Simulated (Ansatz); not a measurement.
# K2GaSn, from a guessed structure to a relaxed one, part 2 of 2

Starting from a made-up structure for K2GaSn, the aim is the relaxed cell, its shortest contacts and, where a second run follows, its electronic structure.

Ansatz 0.2.0; DFT, PBE, plane-wave PAW, files of the set soft_1, scalar-relativistic, no spin, cell and ions relaxed at zero pressure; PAW set soft_1 (the session's first sound run).

So far: Set-up; Relaxing cell and atoms. The relaxed cell has a, b, c = 11.058, 8.308, 6.417 Å (conventional setting).

### 3. Bands of the relaxed cell

A second self-consistent run takes a narrower smearing and the mesh shown in its input; the bands follow along the standard path of the relaxed lattice.

This step: DFT, PBE, plane-wave PAW, files of the set soft_1, scalar-relativistic, no spin, bands and density of states at the relaxed cell; PAW set soft_1 (Ansatz 0.2.0).

Contents of input.yaml:

```yaml
crystal:
  lattice:
    - [5.5288645201, -4.1539430651, 0.0]
    - [5.5288645201, 4.1539430651, 0.0]
    - [0.0, 0.0, 6.4166817748]
  atoms:
    - { symbol: Sn, position: [0.7623146933, 0.2376853067, 0.75] }
    - { symbol: Sn, position: [0.2376853067, 0.7623146933, 0.25] }
    - { symbol: Ga, position: [0.5, 0.5, 0.5] }
    - { symbol: Ga, position: [0.5, 0.5, 0.0] }
    - { symbol: K, position: [0.6714119737, 0.9871910627, 0.25] }
    - { symbol: K, position: [0.3285880263, 0.0128089373, 0.75] }
    - { symbol: K, position: [0.9871910627, 0.6714119737, 0.75] }
    - { symbol: K, position: [0.0128089373, 0.3285880263, 0.25] }
kpoints:
  mp_grid: { grid: [6, 6, 6] }
  band_path:
    path:
      - [[0.0, 0.0, 0.0], [0.3911202, -0.3911202, 0.0], [0.0, -0.5, 0.0], [0.0, -0.5, -0.5], [0.3911202, -0.3911202, -0.5], [0.0, 0.0, -0.5], [0.0, 0.0, 0.0], [-0.5, -0.5, 0.0], [-0.3911202, -0.6088798, 0.0], [-0.3911202, -0.6088798, -0.5], [-0.5, -0.5, -0.5], [-0.5, -0.5, 0.0]]
      - [[0.0, 0.0, -0.5], [-0.5, -0.5, -0.5]]
    npoints: 6
scf:
  occupations: { method: fermi_dirac, width: 0.03 }
  n_extra_bands: 12
hamiltonian:
  xc: pbe
  pseudopotentials: { kind: paw, azcp: { folder: soft_1 } }
output:
  forces: true
  stress: true
  write_bands: true
  dos: { projected: true }
  write_density: true
  write_potential: true
  elf: true
  volumetric_format: npy
```

Run with:

```sh
ansatz run input.yaml --threads 4 --pin off --max-ram 10240MiB --backend cpu --events-out ev --progress --plain --runs-dir out
```

Numbers of over 12 decimals in the logs are rounded to 6 here.

The log of the run:

```text
[...]
Crystal: 8 atoms, lattice volume = 294.739 Å³
Basis set: ecut = 420 eV, 5807 PW (Γ), exchange–correlation on 96×96×90 points (8 copies of the dense FFT grid, shifted against one another)
Bands: 57, of which v1, the nominal top of the filled ones, is band 45 counted from 1 (44 counted from 0)
Symmetry: 8 space group operations
[...]
k-points: 52 of 216
[...]
SCF iter   1: F=—  HF=-25768.788988 eV  |F-HF|=—  |Δ(HF+E_count)|=         —  Δρ=3.04e-2  dr2=5.87e0  ethr=3.10e-3  ⟨swp⟩=9.1  Hψ=13766  notcnv=0  defer=2
[...]
SCF iter  12: F=-25766.816061 eV  HF=-25766.816061 eV  |F-HF|=5.39e-9  |Δ(HF+E_count)|=   2.12e-8  Δρ=1.25e-6  dr2=1.46e-8  ethr=1.11e-10  ⟨swp⟩=8.5  Hψ=17114  notcnv=0
SCF 1 converged in 12 iterations: F = -25766.816061 eV  dr2 = 1.46e-8
[...]
NSCF: frozen V_eff on 74 k-points
SCF converged after 12 iterations
Free energy (F): -25766.816061 eV
[...]
Internal energy: -25766.802230 eV  (E = F + TS)
E sigma→0 (E₀):  -25766.809146 eV
Entropy (-TS):   -0.013830 eV (-1.729 meV/atom)
Fermi energy:    5.655570 eV
[...]
--- Forces (eV/Å), atoms counted from 1 ---
  atom   1  Sn     0.00000000     0.10653052     0.00000000
  atom   2  Sn     0.00000000    -0.10653052     0.00000000
  atom   3  Ga     0.00000000     0.00000000     0.00000000
  atom   4  Ga     0.00000000     0.00000000     0.00000000
  atom   5  K     -0.00554641     0.00184684     0.00000000
  atom   6  K      0.00554641    -0.00184684     0.00000000
  atom   7  K     -0.00554641    -0.00184684     0.00000000
  atom   8  K      0.00554641     0.00184684     0.00000000
  max |Σ_I F_I| component: 1.73e-18 eV/Å
--- Stress (GPa, compression-positive) ---
        0.118813       0.000000       0.000000
        0.000000      -0.168442       0.000000
        0.000000       0.000000       0.453396
  P = ⅓ Tr σ = 0.1346 GPa (1.346 kbar)
--- Band table (eV; the first three rows and the last of 52) ---
  k-point 0: bands = [... 41 lower, 3.7380, 3.8826, 4.3592, 4.6805, 5.1954, 5.5258, 5.8846, 6.4903, ... 8 higher]
  k-point 1: bands = [... 41 lower, 3.6170, 3.8059, 4.3803, 4.7048, 5.5934, 5.6562, 6.1493, 6.2966, ... 8 higher]
  k-point 2: bands = [... 41 lower, 3.5298, 3.9908, 4.3737, 5.4292, 5.7512, 6.0103, 6.4195, 6.6791, ... 8 higher]
  k-point 51: bands = [... 41 lower, 3.2639, 3.5431, 3.5431, 6.6912, 6.6912, 6.7846, 6.7846, 7.2903, ... 8 higher]
```

The job ended after 26 s (4 threads of Arm Neoverse V2, shared host; peak memory 1.3 GiB).

In the SCF lines HF is the Harris–Foulkes energy and dr2 the Hartree energy of the density residual, in eV; the loop may stop once dr2 is under the threshold and the program's other checks hold. Hψ counts applications of the Hamiltonian.

This step gave:

* free energy: -25766.8161 eV
* energy at zero smearing: -25766.8091 eV
* smearing term TS: 0.01383 eV
* Fermi energy: 5.656 eV
* pressure: 0.1346 GPa

From bands.tsv, the bands that come nearest the Fermi level along the path, at its corners, in eV from the Fermi level:

```
point  band 42  band 43  band 44  band 45  band 46  band 47  band 48  band 49
    Γ    -1.92    -1.77    -1.30    -0.98    -0.46    -0.13     0.23     0.83
    X    -2.46    -1.87    -1.04    -0.83     0.39     0.63     0.70     0.86
    S    -2.17    -2.01    -1.63    -0.88     0.45     0.74     1.28     1.47
    R    -1.75    -1.60    -1.60    -0.10    -0.10     0.15     0.15     1.25
    A    -2.15    -2.03    -2.03     0.75     0.75     0.76     0.76     1.33
    Z    -2.35    -1.43    -1.43     0.22     0.22     0.99     0.99     1.48
    Γ    -1.92    -1.77    -1.30    -0.98    -0.46    -0.13     0.23     0.83
    Y    -2.20    -1.75    -0.98    -0.75     0.05     0.08     0.70     1.03
   X1    -2.46    -1.87    -1.04    -0.83     0.39     0.63     0.70     0.86
   A1    -2.15    -2.03    -2.03     0.75     0.75     0.76     0.76     1.33
    T    -2.39    -2.11    -2.11     1.04     1.04     1.13     1.13     1.63
    Y    -2.20    -1.75    -0.98    -0.75     0.05     0.08     0.70     1.03
    Z    -2.35    -1.43    -1.43     0.22     0.22     0.99     0.99     1.48
    T    -2.39    -2.11    -2.11     1.04     1.04     1.13     1.13     1.63
```

Counts of states for the cell as run, both spins, by energy window (eV from the Fermi level):

```csv
from,to,total
-8,-7,1.58
-7,-6,0.00
-6,-5,2.44
-5,-4,1.56
-4,-3,0.00
-3,-2,3.53
-2,-1,4.47
-1,0,1.81
0,1,6.70
1,2,3.62
2,3,6.36
```

Below -8 eV lie 74.4 more states.

Force by atom:

```
atom  x (eV/Å)  y (eV/Å)  z (eV/Å)   size
 Sn1     0.000     0.107     0.000  0.107
 Sn2     0.000    -0.107     0.000  0.107
 Ga3     0.000     0.000     0.000  0.000
 Ga4     0.000     0.000     0.000  0.000
  K5    -0.006     0.002     0.000  0.006
  K6     0.006    -0.002     0.000  0.006
  K7    -0.006    -0.002     0.000  0.006
  K8     0.006     0.002     0.000  0.006
```

Valence density in the ab plane of the conventional cell at fractional z = 0.250, with atoms of Sn and K within 0.2 Å of it. It is the smooth field of the valence electrons, not physical close to the nuclei.

Ten steps, logarithmic in the rise over the least value, from '_' (0 e/Å³) to '@' (11 e/Å³), each cell a mean:
```
..________________________..........________________________..
::......____________________......______________________....::
----::..______________________________________________..::::--
##**--::..____________________________________________..::==**
@@%%++::..______....::....____________..::::..______..::--**@@
@@%%++::..____..--==++==::..________::--++++==::____..::--##@@
%%##==::..____::++####**==::______..--**####**--..__....--++%%
++==::....____--**######++::______..==########==..____..::--++
::::....______::++######++::______..==**####**==..____....::::
::....________..--++**++--..________::==****==::________......
......__________..::--::..__________..::----::__________......
......____________________________________________________....
....______________________..........______________________....
..______________________....::::::::....____________________..
______________________....--==++++--::..______________________
__________..__________..::==##%%%%**--....________....________
______..------..______..::++%%@@@@##--::..____..::----::..____
____..==******==..____..::++%%@@@@**--::..__..--++****++::____
____::++######++::____..::--++##**==::..____..==**####**==..__
____::++######++::______..::------::....____..==######**==..__
____::==**##**==::______....::::::....______..--**####++--..__
____..::======::__________............________..--====--..____
________......____________..........____________........______
```
Columns run along a (11.1 Å), rows up along b (8.3 Å), edges of the conventional cell, whose origin can differ from the input's. Atoms in or near the plane, at fractional coordinates: Sn at (0.00, 0.76), Sn at (0.50, 0.26), K at (0.33, 0.66), K at (0.83, 0.16), K at (0.17, 0.16), K at (0.67, 0.66).

ELF in the ab plane of the conventional cell at fractional z = 0.250, with atoms of Sn and K within 0.2 Å of it. It is the smooth field of the valence electrons, not physical close to the nuclei.

Values, 12 rows by 16 columns, each cell a mean:
```
0.58 0.42 0.17 0.06 0.04 0.14 0.27 0.36 0.37 0.30 0.17 0.06 0.05 0.13 0.36 0.56
0.33 0.55 0.64 0.23 0.04 0.05 0.14 0.32 0.35 0.18 0.06 0.04 0.14 0.58 0.61 0.37
0.05 0.36 0.60 0.14 0.36 0.54 0.24 0.11 0.14 0.16 0.50 0.45 0.12 0.52 0.46 0.10
0.14 0.36 0.42 0.20 0.79 0.80 0.73 0.10 0.05 0.58 0.81 0.82 0.33 0.32 0.42 0.18
0.32 0.38 0.27 0.19 0.80 0.80 0.73 0.10 0.04 0.59 0.82 0.83 0.35 0.19 0.39 0.33
0.36 0.31 0.19 0.06 0.36 0.51 0.23 0.12 0.15 0.15 0.47 0.44 0.09 0.15 0.30 0.35
0.37 0.30 0.17 0.06 0.05 0.13 0.36 0.56 0.58 0.42 0.17 0.06 0.04 0.14 0.27 0.36
0.35 0.18 0.06 0.04 0.14 0.58 0.61 0.37 0.33 0.55 0.64 0.23 0.04 0.05 0.14 0.32
0.14 0.16 0.50 0.45 0.12 0.52 0.46 0.10 0.05 0.36 0.60 0.14 0.36 0.54 0.24 0.11
0.05 0.58 0.81 0.82 0.33 0.32 0.42 0.18 0.14 0.36 0.42 0.20 0.79 0.80 0.73 0.10
0.04 0.59 0.82 0.83 0.35 0.19 0.39 0.33 0.32 0.38 0.27 0.19 0.80 0.80 0.73 0.10
0.15 0.15 0.47 0.44 0.09 0.15 0.30 0.35 0.36 0.31 0.19 0.06 0.36 0.51 0.23 0.12
```
Columns run along a (11.1 Å), rows up along b (8.3 Å), edges of the conventional cell, whose origin can differ from the input's. Atoms in or near the plane, at fractional coordinates: Sn at (0.00, 0.76), Sn at (0.50, 0.26), K at (0.33, 0.66), K at (0.83, 0.16), K at (0.17, 0.16), K at (0.67, 0.66).

Electrostatic potential energy in the ab plane of the conventional cell at fractional z = 0.250, with atoms of Sn and K within 0.2 Å of it. With pseudopotentials it is smooth inside the atoms' cores, unlike the true potential.

Ten even steps from '_' (-38 eV) to '@' (8 eV), each cell a mean:
```
@@@@@@@@@@@@@@@@@@@@@@@@@@@@@@@@@@@@@@@@@@@@@@@@@@@@@@@@@@@@@@
%%@@@@@@@@@@@@@@@@@@@@@@@@@@@@@@@@@@@@@@@@@@@@@@@@@@@@@@@@@@@@
++##%%@@@@@@@@@@@@@@@@@@@@@@@@@@@@@@@@@@@@@@@@@@@@@@@@@@@@##**
==--**%%@@@@@@@@@@@@@@@@@@@@@@@@@@@@@@@@@@@@@@@@@@@@@@@@##==--
@@++==%%@@@@@@@@%%%%%%%%@@@@@@@@@@@@@@%%%%%%%%@@@@@@@@@@**--%%
@@##--##@@@@@@%%##++==++##@@@@@@@@@@%%**====**%%@@@@@@%%++==@@
**--==%%@@@@@@%%==..__..++%%@@@@@@%%##::____::##%%@@@@@@**--++
--==##@@@@@@@@##--______--##@@@@@@%%**..______**%%@@@@@@%%**==
##%%@@@@@@@@@@%%==______==%%@@@@@@%%**::____..**%%@@@@@@@@%%%%
@@@@@@@@@@@@@@%%**==::==##%%@@@@@@@@%%++----++%%@@@@@@@@@@@@@@
@@@@@@@@@@@@@@@@%%####%%%%@@@@@@@@@@@@%%####%%@@@@@@@@@@@@@@@@
@@@@@@@@@@@@@@@@@@@@@@@@@@@@@@@@@@@@@@@@@@@@@@@@@@@@@@@@@@@@@@
@@@@@@@@@@@@@@@@@@@@@@@@@@@@@@@@@@@@@@@@@@@@@@@@@@@@@@@@@@@@@@
@@@@@@@@@@@@@@@@@@@@@@@@@@@@%%##%%%%@@@@@@@@@@@@@@@@@@@@@@@@@@
@@@@@@@@@@@@@@@@@@@@@@@@@@##==--==**%%@@@@@@@@@@@@@@@@@@@@@@@@
@@@@@@@@@@%%@@@@@@@@@@@@%%====##++--##@@@@@@@@@@@@%%@@@@@@@@@@
@@@@@@%%##**##%%@@@@@@@@##--##@@@@==++%%@@@@@@%%%%####%%@@@@@@
@@@@%%**--..::**%%@@@@@@%%--++@@%%--**@@@@@@@@##==..::==%%@@@@
@@@@%%==______--%%@@@@@@%%**------==##@@@@@@%%**..____..**%%@@
@@@@##--______--##@@@@@@@@%%##++**##@@@@@@@@%%++..____..**%%@@
@@@@%%++::__..++%%@@@@@@@@@@@@%%@@@@@@@@@@@@@@##--__..--##%%@@
@@@@@@%%**++**%%@@@@@@@@@@@@@@@@@@@@@@@@@@@@@@%%##++++##%%@@@@
@@@@@@@@%%%%%%@@@@@@@@@@@@@@@@@@@@@@@@@@@@@@@@@@%%%%%%@@@@@@@@
```
Columns run along a (11.1 Å; values clipped at the 3rd and 97th percentile), rows up along b (8.3 Å), edges of the conventional cell, whose origin can differ from the input's. Atoms in or near the plane, at fractional coordinates: Sn at (0.00, 0.76), Sn at (0.50, 0.26), K at (0.33, 0.66), K at (0.83, 0.16), K at (0.17, 0.16), K at (0.67, 0.66).

### 4. Results

* space group, relaxed: Cmcm
* conventional cell: a = 11.058, b = 8.308, c = 6.417 Å; α = 90.0°, β = 90.0°, γ = 90.0°
* volume per atom: 36.84 Å³ (guess 40.19)

In words: K2GaSn relaxes to Cmcm with a = 11.058, b = 8.308 and c = 6.417 Å. The guessed volume was 9 % too large. The space group Cmcm was held in the relaxation, so the end point is a stationary structure within it and may be a saddle against distortions or other arrangements. Bands cross the Fermi level, so it is a metal or semimetal at this level. On the 6×6×6 mesh with the narrower smearing (relaxed on 4×4×4) the largest force component is 0.107 eV/Å and the largest stress component is 0.453 GPa, against the relaxation's thresholds of 0.015 eV/Å and 0.05 GPa. The cutoff wasn't tested. No dispersion term is used, so weakly bound directions may come out too long. Nothing here tests whether the compound is stable against decomposition.

[Logs are printed without paths, hosts, clocks, repeated set-up lines and the standing remarks that a program may print on its own settings, such as how far it seeks lower states.]

[Hosts, paths, dates, database ids (printed as entryN), source tags and the programs' standing remarks are cut or masked in the printed files.]
